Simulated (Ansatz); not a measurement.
## (AlAs)3(GaAs)1 [001] superlattice, started as zinc blende: relaxing the cell for a phonon run

Aim: bring (AlAs)3(GaAs)1 [001] superlattice, started as zinc blende to small forces and stress, as phonons need.

Program: Ansatz 0.2.0. Level of theory: DFT PBEsol, scalar-relativistic, plane waves, PAW. Results are calculated unless marked as measured.

The structure was built from a prototype and need not be the compound's stable phase.

**1. Set-up**

It takes space group P-4m2 (No. 115, tetragonal). Conventional cell: a = 4.000 Å, b = 4.000 Å, c = 11.315 Å, α = 90.00°, β = 90.00°, γ = 90.00°. Nearest to Al lie 4 As at 2.45 Å. Nearest to As lie 4 Al at 2.45 Å. Nearest to As lie 2 Al at 2.45 Å and 2 Ga at 2.45 Å. Ga has 4 As at 2.45 Å nearest. Farther neighbours are not listed.

**2. Probe on a coarse mesh**

First a cheap look: the gap decides the mesh and the occupations, the pressure tells how far the cell has to move.

The input, input.yaml:

```yaml
crystal:
  lattice:
    - [2.82875, 2.82875, 0.0]
    - [-2.82875, 2.82875, 0.0]
    - [0.0, 0.0, 11.315]
  atoms:
    - { symbol: Al, position: [0.0, 0.0, 0.0] }
    - { symbol: Al, position: [0.5, 0.5, 0.25] }
    - { symbol: Al, position: [0.0, 0.0, 0.5] }
    - { symbol: As, position: [0.5, 1.0, 0.125] }
    - { symbol: As, position: [0.0, 0.5, 0.375] }
    - { symbol: As, position: [0.5, 1.0, 0.625] }
    - { symbol: As, position: [0.0, 0.5, 0.875] }
    - { symbol: Ga, position: [0.5, 0.5, 0.75] }
kpoints:
  mp_grid: { grid: [4, 4, 2] }
hamiltonian:
  xc: pbesol
scf:
  occupations: { method: gaussian, width: 0.1 }
output:
  forces: true
  stress: true
  eigenvalues: true
```

The run is started by

```console
$ ansatz run input.yaml --threads 4 --pin off --max-ram 14336MiB --backend cpu --events-out ev --progress --plain --runs-dir out
```

Numbers of over 12 decimals in the logs are rounded to 6 here.

Output:

```text
Engine: ansatz 0.2.0, aarch64-unknown-linux-gnu
Pseudopotentials: kind: paw
Pseudopotential: Al, paw, valence charge 3, recommended cutoff 420 eV (normal), Al.paw.azcp
Pseudopotential: As, paw, valence charge 15, recommended cutoff 420 eV (normal), As.paw.azcp
Pseudopotential: Ga, paw, valence charge 13, recommended cutoff 420 eV (normal), Ga.paw.azcp
Functional definition: PBEsol
  exchange = pbesol_x
[...]
k-point 0: bands = [... 37 lower, 5.3501, 6.7228, 6.7473, 6.7473, 8.0681, 8.1750, 8.8627, 9.0785, ... 4 higher]
  k-point 1: bands = [... 37 lower, 6.1006, 6.1006, 6.3001, 6.3001, 8.1983, 8.4620, 9.0687, 9.2586, ... 4 higher]
  k-point 2: bands = [... 37 lower, 5.5039, 5.5804, 5.6067, 6.5564, 8.7861, 9.2858, 9.6941, 9.9401, ... 4 higher]
  k-point 11: bands = [... 37 lower, 4.0339, 4.0339, 4.0557, 4.0557, 9.0013, 9.0013, 9.2931, 9.2931, ... 4 higher]
[key lines of the parts left out:]
SCF converged after 7 iterations
Free energy (F): -24571.981730 eV
Fermi energy:    7.399497 eV
P = ⅓ Tr σ = 0.6194 GPa (6.194 kbar)
```

Run time: 4 s. Hardware: 4 threads of Arm Neoverse N1, shared host; peak memory 0.51 GiB.

A gap read on the k-mesh alone can miss the band edges.

This step gave:

```
pressure           : 0.6194 GPa
gap on the k-mesh  : 1.305 eV
volume per atom    : 22.64 Å³
direct gap on mesh : 1.321 eV
```

The coarse mesh shows a gap of 1.30 eV and a pressure of 0.6 GPa.

**3. Bringing the structure to rest**

The cell and atoms are relaxed, since residual forces and stress would shift the frequencies.

input.yaml, the sections that differ from step 2:

```yaml
kpoints:
  mp_grid: { grid: [6, 6, 2] }
scf:
  occupations: { method: gaussian, width: 0.02 }
output:
  forces: true
  stress: true
  eigenvalues: true
  write_density: true
  write_potential: true
  elf: true
  volumetric_format: npy
relax:
  adjacent_minimum: "off"
  f_tol: 0.005
  max_steps: 80
  cell: { stress_tol: 0.05 }
# crystal, hamiltonian: as in step 2
```

Output:

```text
[...]
Crystal: 8 atoms, lattice volume = 181.081 Å³
Basis set: ecut = 420 eV, 3549 PW (Γ), exchange–correlation on 54×54×160 points (8 copies of the dense FFT grid, shifted against one another)
Bands: 50, of which v1, the nominal top of the filled ones, is band 41 counted from 1 (40 counted from 0)
Symmetry: 8 space group operations
[...]
k-points: 20 of 72
[...]
SCF iter   1: F=—  HF=-24572.157075 eV  |F-HF|=—  |Δ(HF+E_count)|=         —  Δρ=2.73e-3  dr2=2.39e-2  ethr=1.77e-3  ⟨swp⟩=7.2  Hψ=3947  notcnv=0  defer=2
[...]
SCF iter   7: F=-24572.148401 eV  HF=-24572.148401 eV  |F-HF|=3.93e-8  |Δ(HF+E_count)|=   6.13e-7  Δρ=4.44e-6  dr2=2.63e-8  ethr=1.22e-10  ⟨swp⟩=13.4  Hψ=7564  notcnv=0
SCF 1 converged in 7 iterations: F = -24572.148401 eV  dr2 = 2.63e-8
  Residual-converged pass: ⟨swp⟩=1.0  Hψ=1080  notcnv=0  max |occ|·‖R‖ = 6.9e-9 eV (tolerance 1.0e-8 eV)  dr2=2.63e-8  dr2_onsite=4.44e-8  max |Δocc| = 0.0e0
[...]
relax step   1: F+E_penalty+E_count = -24572.14840069 eV  Δ(F+E_penalty+E_count) = +0.000e0 eV  max|allowed force component| = 3.186e-2 eV/Å  Δτ_max = 0.0000 Å  P = +0.529 GPa  Ω = 181.081 Å³  (7 SCF iters, dr2 threshold 1.00e-7 eV, accepted)
Crystal: 8 atoms, lattice volume = 182.294 Å³
[...]
iter 1 solved again at ethr=4.25e-7 eV; its pass at ethr=3.10e-3 eV (dr2=3.49e-4 eV) is discarded
[...]
SCF iter   4: F=-24572.150661 eV  HF=-24572.150660 eV  |F-HF|=6.18e-7  |Δ(HF+E_count)|=   2.22e-6  Δρ=2.05e-5  dr2=7.54e-7  ethr=9.76e-10  ⟨swp⟩=10.6  Hψ=8627  notcnv=0
the search or the solves at the SCF's close seem to have found levels that the self-consistency loop had missed (the run counts 1). By its estimate they hold under 1e-12 electrons; where the run keeps them, the occupations were computed again with them
SCF 2 converged in 4 iterations: F = -24572.150661 eV  dr2 = 7.54e-7
relax step   2: F+E_penalty+E_count = -24572.15066081 eV  Δ(F+E_penalty+E_count) = -2.260e-3 eV  max|allowed force component| = 6.906e-3 eV/Å  Δτ_max = 0.0054 Å  P = +0.039 GPa  Ω = 182.294 Å³  energy of the carried Pulay correction = -2.120e-4 eV  (4 SCF iters, dr2 threshold 8.00e-7 eV, accepted)
Crystal: 8 atoms, lattice volume = 182.415 Å³
[...]
SCF iter   5: F=-24572.150672 eV  HF=-24572.150672 eV  |F-HF|=4.14e-9  |Δ(HF+E_count)|=   2.54e-8  Δρ=1.81e-6  dr2=7.95e-9  ethr=1.17e-11  ⟨swp⟩=7.1  Hψ=5298  notcnv=0
SCF 3 converged in 5 iterations: F = -24572.150672 eV  dr2 = 7.95e-9
[...]
relax step   3: F+E_penalty+E_count = -24572.15067235 eV  Δ(F+E_penalty+E_count) = -1.155e-5 eV  max|allowed force component| = 4.429e-3 eV/Å  Δτ_max = 0.0019 Å  P = -0.007 GPa  Ω = 182.415 Å³  energy of the carried Pulay correction = -2.332e-4 eV  (5 SCF iters, dr2 threshold 9.57e-9 eV, accepted)
[...]
SCF iter   6: F=-24572.150891 eV  HF=-24572.150891 eV  |F-HF|=1.09e-11  |Δ(HF+E_count)|=  1.60e-10  Δρ=7.43e-8  dr2=2.07e-11  ethr=1.00e-12  ⟨swp⟩=5.3  Hψ=3968  notcnv=0
SCF 4 converged in 6 iterations: F = -24572.150891 eV  dr2 = 2.07e-11
relax step   4: F+E_penalty+E_count = -24572.15089094 eV  Δ(F+E_penalty+E_count) = -2.186e-4 eV  max|allowed force component| = 4.434e-3 eV/Å  Δτ_max = 0.0000 Å  P = -0.006 GPa  Ω = 182.415 Å³  stress off target by 1.02e-2 GPa  SCF on the basis re-selected at this cell (its energy is not comparable with the rows above)  (6 SCF iters)
basis re-selected at this cell: Δ(F+E_penalty+E_count) = -2.186e-4 eV, ΔP = +0.001 GPa vs the last step (what re-selecting the basis moved, of the pressure what is left beyond the Pulay correction that the steps carried, after the strain that the cell walked since its last selection, with what the two solves' SCF thresholds leave and, on support functions, any second-order correction that the steps lacked; it is no m [...]
SCF converged after 6 iterations
Free energy (F): -24572.150891 eV
[...]
Internal energy: -24572.150891 eV  (E = F + TS)
E sigma→0 (E₀):  -24572.150891 eV
Fermi energy:    7.312021 eV
[...]
--- Forces (eV/Å), atoms counted from 1 ---
  atom   1  Al     0.00000000    -0.00000000    -0.00232677
  atom   2  Al     0.00000000    -0.00000000    -0.00000000
  atom   3  Al     0.00000000    -0.00000000     0.00232677
  atom   4  As    -0.00000000     0.00000000    -0.00008148
  atom   5  As    -0.00000000     0.00000000     0.00008148
  atom   6  As    -0.00000000     0.00000000     0.00443398
  atom   7  As    -0.00000000     0.00000000    -0.00443398
  atom   8  Ga     0.00000000    -0.00000000    -0.00000000
  max |Σ_I F_I| component: 1.50e-16 eV/Å
--- Stress (GPa, compression-positive) ---
       -0.003544      -0.000000       0.000000
       -0.000000      -0.003544       0.000000
        0.000000       0.000000      -0.010179
  P = ⅓ Tr σ = -0.0058 GPa (-0.058 kbar)
--- Band table (eV; the first three rows and the last of 20) ---
  k-point 0: bands = [... 37 lower, 5.2552, 6.6367, 6.6416, 6.6416, 7.9845, 8.0343, 8.7436, 8.9782, ... 5 higher]
  k-point 1: bands = [... 37 lower, 6.0089, 6.0089, 6.1923, 6.1923, 8.1078, 8.3653, 8.9613, 9.1595, ... 5 higher]
  k-point 2: bands = [... 37 lower, 5.2763, 5.3651, 6.0963, 6.5663, 8.4174, 9.0999, 9.5381, 9.6300, ... 5 higher]
  k-point 19: bands = [... 37 lower, 3.9626, 3.9626, 3.9943, 3.9943, 8.9349, 8.9349, 9.2132, 9.2132, ... 5 higher]
--- Relaxed structure (3 steps of the walk, 3 accepted, 1 SCFs on fresh bases) ---
  F+E_penalty+E_count = -24572.15089094 eV   max|allowed force component| = 4.434e-3 eV/Å   (the final SCF, on the basis selected at the relaxed cell)
  cell:  # Å, volume = 182.4152 Å³
    - [2.838599, 2.838599, 0]
    - [-2.838599, 2.838599, 0]
    - [0, 0, 11.319390]
  atoms:
    - { symbol: Al, position: [0, 0, -0.000302499] }
    - { symbol: Al, position: [0.5, 0.5, 0.250000] }
    - { symbol: Al, position: [0, 0, 0.500302] }
    - { symbol: As, position: [0.5, 1.0, 0.124812] }
    - { symbol: As, position: [0, 0.5, 0.375188] }
    - { symbol: As, position: [0.5, 1.0, 0.625040] }
    - { symbol: As, position: [0, 0.5, 0.874960] }
    - { symbol: Ga, position: [0.5, 0.5, 0.750000] }
```

Run time: 36 s. Hardware: 4 threads; peak memory 0.58 GiB.

The steps of the relaxation:

| step | energy less that of the first step (eV) | largest force component (eV/Å) | pressure (GPa) | volume (Å³) |
| --- | --- | --- | --- | --- |
| 1 | 0.0000 | 0.0319 | 0.53 | 181.08 |
| 2 | -0.0023 | 0.0069 | 0.04 | 182.29 |
| 3 | -0.0023 | 0.0044 | -0.01 | 182.42 |
| 4* | -0.0025 | 0.0044 | -0.01 | 182.42 |

Relaxation steps marked * repeat the geometry before them on a plane-wave basis chosen anew for their cell, so energy and pressure can jump there.

The run keeps the 8 symmetry operations that it works with, so distortions that break them were not tested.

| conventional cell, symmetrised | before | after | change |
| --- | --- | --- | --- |
| a (Å) | 4.000 | 4.014 | +0.3 % |
| b (Å) | 4.000 | 4.014 | +0.3 % |
| c (Å) | 11.315 | 11.319 | +0.0 % |
| volume (Å³/atom) | 22.64 | 22.80 | +0.7 % |

This step gave:

| Property | Result |
| --- | --- |
| pressure | -0.005755 GPa |
| gap on the k-mesh | 1.341 eV |
| volume per atom | 22.80 Å³ |
| direct gap on mesh | 1.343 eV |

Valence density in the ac plane at fractional y = 0.500, with atoms of Al and As and Ga within 0.2 Å of it. It is the smooth field of the valence electrons, not physical close to the nuclei.

Values in e/Å³, 24 rows by 14 columns, each cell a mean:
```
 0  0  0  0  0  0  0  0  0  0  0  0  0  0
 4  2  1  0  0  0  0  0  0  0  0  0  1  3
23 12  2  1  0  0  0  0  0  0  0  1  5 16
14  8  2  1  0  0  0  0  0  0  0  1  3 10
 1  1  1  0  1  1  2  3  1  1  0  1  1  1
 0  0  0  0  1  3 19 30 11  2  0  0  0  0
 0  0  0  0  1  2 11 16  6  1  0  0  0  0
 0  0  0  0  0  0  1  1  1  0  0  0  0  0
 0  0  0  0  0  0  0  0  0  0  0  0  0  0
 0  0  0  0  0  0  0  0  0  0  0  0  0  0
 0  0  0  0  0  0  0  0  0  0  0  0  0  0
 0  0  0  0  0  0  0  0  0  0  0  0  0  0
 0  0  0  0  0  0  0  0  0  0  0  0  0  0
 4  2  1  0  0  0  0  0  0  0  0  0  1  3
23 12  2  1  0  0  0  0  0  0  0  1  5 16
14  8  2  1  0  0  0  0  0  0  0  1  3 10
 1  1  1  0  0  0  0  0  0  0  0  0  1  1
 0  0  0  0  0  0  0  0  0  0  0  0  0  0
 0  0  0  0  0  0  0  0  0  0  0  0  0  0
 0  0  0  0  0  0  0  0  0  0  0  0  0  0
 0  0  0  0  0  0  0  0  0  0  0  0  0  0
 0  0  0  0  0  0  0  0  0  0  0  0  0  0
 0  0  0  0  0  0  0  0  0  0  0  0  0  0
 0  0  0  0  0  0  0  0  0  0  0  0  0  0
```
Columns run along a (4.0 Å), rows up along c (11.3 Å). Atoms in or near the plane, at fractional coordinates: Al at (0.50, 0.25), As at (0.00, 0.38), As at (0.00, 0.87), Ga at (0.50, 0.75).

ELF in the ac plane at fractional y = 0.500, with atoms of Al and As and Ga within 0.2 Å of it. It is the smooth field of the valence electrons, not physical close to the nuclei.

Values, 24 rows by 14 columns, each cell a mean:
```
0.66 0.64 0.56 0.44 0.23 0.10 0.03 0.02 0.05 0.12 0.31 0.48 0.60 0.65
0.49 0.54 0.60 0.56 0.44 0.25 0.09 0.06 0.13 0.30 0.50 0.58 0.59 0.52
0.20 0.25 0.53 0.62 0.60 0.45 0.24 0.20 0.31 0.50 0.62 0.62 0.42 0.22
0.26 0.36 0.62 0.72 0.68 0.48 0.30 0.27 0.35 0.53 0.72 0.71 0.52 0.32
0.60 0.65 0.73 0.71 0.45 0.28 0.18 0.16 0.21 0.31 0.56 0.73 0.70 0.63
0.57 0.59 0.58 0.43 0.27 0.14 0.05 0.08 0.05 0.18 0.32 0.48 0.60 0.59
0.23 0.25 0.29 0.27 0.25 0.18 0.07 0.07 0.10 0.21 0.26 0.28 0.27 0.24
0.04 0.06 0.13 0.20 0.24 0.25 0.24 0.23 0.24 0.25 0.23 0.18 0.09 0.05
0.01 0.02 0.05 0.10 0.18 0.23 0.26 0.27 0.25 0.22 0.15 0.08 0.03 0.02
0.02 0.02 0.03 0.04 0.07 0.10 0.12 0.13 0.11 0.09 0.06 0.04 0.03 0.02
0.12 0.10 0.06 0.04 0.03 0.03 0.04 0.04 0.03 0.03 0.03 0.05 0.08 0.11
0.47 0.42 0.29 0.17 0.07 0.03 0.02 0.02 0.02 0.04 0.10 0.20 0.35 0.44
0.66 0.64 0.57 0.45 0.24 0.10 0.03 0.02 0.05 0.13 0.33 0.49 0.60 0.65
0.48 0.54 0.60 0.58 0.48 0.29 0.11 0.07 0.16 0.35 0.54 0.59 0.59 0.52
0.19 0.25 0.54 0.65 0.67 0.55 0.29 0.22 0.39 0.60 0.67 0.64 0.42 0.21
0.25 0.36 0.64 0.76 0.83 0.77 0.50 0.39 0.62 0.80 0.82 0.74 0.53 0.31
0.62 0.67 0.79 0.87 0.90 0.74 0.26 0.13 0.44 0.81 0.90 0.86 0.74 0.66
0.62 0.66 0.75 0.78 0.64 0.23 0.08 0.15 0.07 0.35 0.75 0.78 0.71 0.65
0.30 0.32 0.38 0.40 0.26 0.09 0.06 0.08 0.06 0.12 0.34 0.40 0.36 0.31
0.06 0.07 0.12 0.19 0.27 0.30 0.29 0.29 0.30 0.29 0.24 0.17 0.10 0.06
0.02 0.03 0.06 0.10 0.19 0.27 0.33 0.34 0.31 0.25 0.15 0.09 0.04 0.02
0.03 0.03 0.03 0.05 0.08 0.11 0.13 0.14 0.12 0.10 0.06 0.04 0.03 0.03
0.12 0.10 0.06 0.04 0.03 0.04 0.04 0.04 0.04 0.04 0.04 0.05 0.08 0.11
0.45 0.40 0.27 0.15 0.06 0.03 0.02 0.02 0.02 0.04 0.09 0.18 0.33 0.42
```
Columns run along a (4.0 Å), rows up along c (11.3 Å). Atoms in or near the plane, at fractional coordinates: Al at (0.50, 0.25), As at (0.00, 0.38), As at (0.00, 0.87), Ga at (0.50, 0.75).

Electrostatic potential energy in the ac plane at fractional y = 0.500, with atoms of Al and As and Ga within 0.2 Å of it. With pseudopotentials it is smooth inside the atoms' cores, unlike the true potential.

Ten even steps from '0' (-15 eV) to '9' (11 eV), each cell a mean:
```
66789999999876
43368999998523
99237899986259
87247766676338
33565200136643
88872000004788
99873000005799
99987422357899
99999888889999
99999999999999
99999999999999
99999999999999
66889999999876
43368999998523
99337899986259
97247766676348
23565222236643
88862256314788
99873134215799
99986432357899
99998887889999
99999999999999
99999999999999
99999999999999
```
Columns run along a (4.0 Å; values clipped at the 3rd and 97th percentile), rows up along c (11.3 Å). Atoms in or near the plane, at fractional coordinates: Al at (0.50, 0.25), As at (0.00, 0.38), As at (0.00, 0.87), Ga at (0.50, 0.75).

In this step the volume went from 22.64 to 22.80 Å³/atom.

**4. Relaxing to small forces for the phonons**

Phonons need a cell at rest on their own settings, so the relaxation is repeated with tight tolerances on forces and stress on the k mesh and occupations of the first response run.

The input, input.yaml:

```yaml
crystal:
  lattice:
    - [2.8385987162, 2.8385987162, 0.0]
    - [-2.8385987162, 2.8385987162, 0.0]
    - [0.0, 0.0, 11.3193900978]
  atoms:
    - { symbol: Al, position: [0.0, 0.0, -0.0003024987] }
    - { symbol: Al, position: [0.5, 0.5, 0.25] }
    - { symbol: Al, position: [0.0, 0.0, 0.5003024987] }
    - { symbol: As, position: [0.5, 1.0, 0.1248118259] }
    - { symbol: As, position: [0.0, 0.5, 0.3751881741] }
    - { symbol: As, position: [0.5, 1.0, 0.6250400244] }
    - { symbol: As, position: [0.0, 0.5, 0.8749599756] }
    - { symbol: Ga, position: [0.5, 0.5, 0.75] }
kpoints:
  mp_grid: { grid: [8, 8, 2] }
hamiltonian:
  xc: pbesol
scf:
  occupations: { method: fixed }
output:
  forces: true
  stress: true
  eigenvalues: true
relax:
  adjacent_minimum: "off"
  f_tol: 0.001
  max_steps: 60
  cell: { stress_tol: 0.01 }
```

Output:

```text
[...]
Crystal: 8 atoms, lattice volume = 182.415 Å³
Basis set: ecut = 420 eV, 3549 PW (Γ), exchange–correlation on 54×54×160 points (8 copies of the dense FFT grid, shifted against one another)
Bands: 50, of which v1, the nominal top of the filled ones, is band 41 counted from 1 (40 counted from 0)
[... 1 set-up line as in the run before ...]
[...]
k-points: 30 of 128
[...]
- [0, 0, 11.335070]
  atoms:
    - { symbol: Al, position: [0, 0, -0.000355899] }
    - { symbol: Al, position: [0.500000, 0.500000, 0.25] }
    - { symbol: Al, position: [0, 0, 0.500356] }
    - { symbol: As, position: [0.500000, 1.000000, 0.124788] }
    - { symbol: As, position: [0, 0.500000, 0.375212] }
    - { symbol: As, position: [0.500000, 1.000000, 0.625121] }
    - { symbol: As, position: [0, 0.500000, 0.874879] }
    - { symbol: Ga, position: [0.500000, 0.500000, 0.75] }
[key lines of the parts left out:]
SCF converged after 7 iterations
Free energy (F): -24572.168849 eV
Fermi energy:    6.643931 eV
P = ⅓ Tr σ = -0.0000 GPa (-0.000 kbar)
```

The job ended after 49 s (4 threads; peak memory 0.63 GiB; 3.2 min of CPU time).

The steps of the relaxation:

| step | energy less that of the first step (eV) | largest force component (eV/Å) | pressure (GPa) | volume (Å³) |
| --- | --- | --- | --- | --- |
| 1 | 0.0000 | 0.0060 | -0.01 | 182.42 |
| 2 | -0.0001 | 0.0012 | 0.00 | 182.40 |
| 3 | -0.0001 | 0.0002 | 0.00 | 182.40 |
| 4* | -0.0001 | 0.0002 | 0.00 | 182.40 |

Relaxation steps marked * repeat the geometry before them on a plane-wave basis chosen anew for their cell, so energy and pressure can jump there.

Forces are held to the 8 operations that the run works with; a distortion that breaks them can't arise in this run.

| conventional cell, symmetrised | before | after | change |
| --- | --- | --- | --- |
| a (Å) | 4.014 | 4.011 | -0.1 % |
| b (Å) | 4.014 | 4.011 | -0.1 % |
| c (Å) | 11.319 | 11.335 | +0.1 % |
| volume (Å³/atom) | 22.80 | 22.80 | -0.0 % |

Final coordinates:

```xyz
8
Lattice="2.8365 2.8365 0.0000 -2.8365 2.8365 0.0000 0.0000 0.0000 11.3351" Properties=species:S:1:pos:R:3 pbc="T T T"
Al    0.0000    0.0000   -0.0040
Al    0.0000    2.8365    2.8338
Al    0.0000    0.0000    5.6716
As   -1.4183    4.2548    1.4145
As   -1.4183    1.4183    4.2530
As   -1.4183    4.2548    7.0858
As   -1.4183    1.4183    9.9168
Ga    0.0000    2.8365    8.5013
```

This step gave:

```yaml
pressure: -3.29e-5 GPa
gap_on_the_k_mesh: 1.335 eV
direct_gap_on_mesh: 1.348 eV
```

The largest force component left is 0.16 meV/Å and the pressure is 0.000 GPa, within the tolerances set. The cell now holds 22.80 Å³/atom.

**5. Results**

- space group after relaxation (within 0.01 Å): P-4m2
- lattice constant a: 4.011 Å
- lattice constant b: 4.011 Å
- lattice constant c: 11.335 Å
- volume per atom: 22.8 Å³
- gap on the k-mesh: 1.34 eV

**Reading.** The largest force component left is 0.16 meV/Å and the pressure is 0.000 GPa, within the tolerances set. The cell now holds 22.80 Å³/atom. The relaxation keeps the symmetry of its start, so it says nothing on stability against lower symmetry. The starting cell was built on a prototype and not taken from a measurement, so the phase need not exist.

[Logs are printed without paths, hosts, clocks, repeated set-up lines and the standing remarks that a program may print on its own settings, such as how far it seeks lower states.]

[Hosts, paths, dates, database ids (printed as entryN), source tags and the programs' standing remarks are cut or masked in the printed files.]
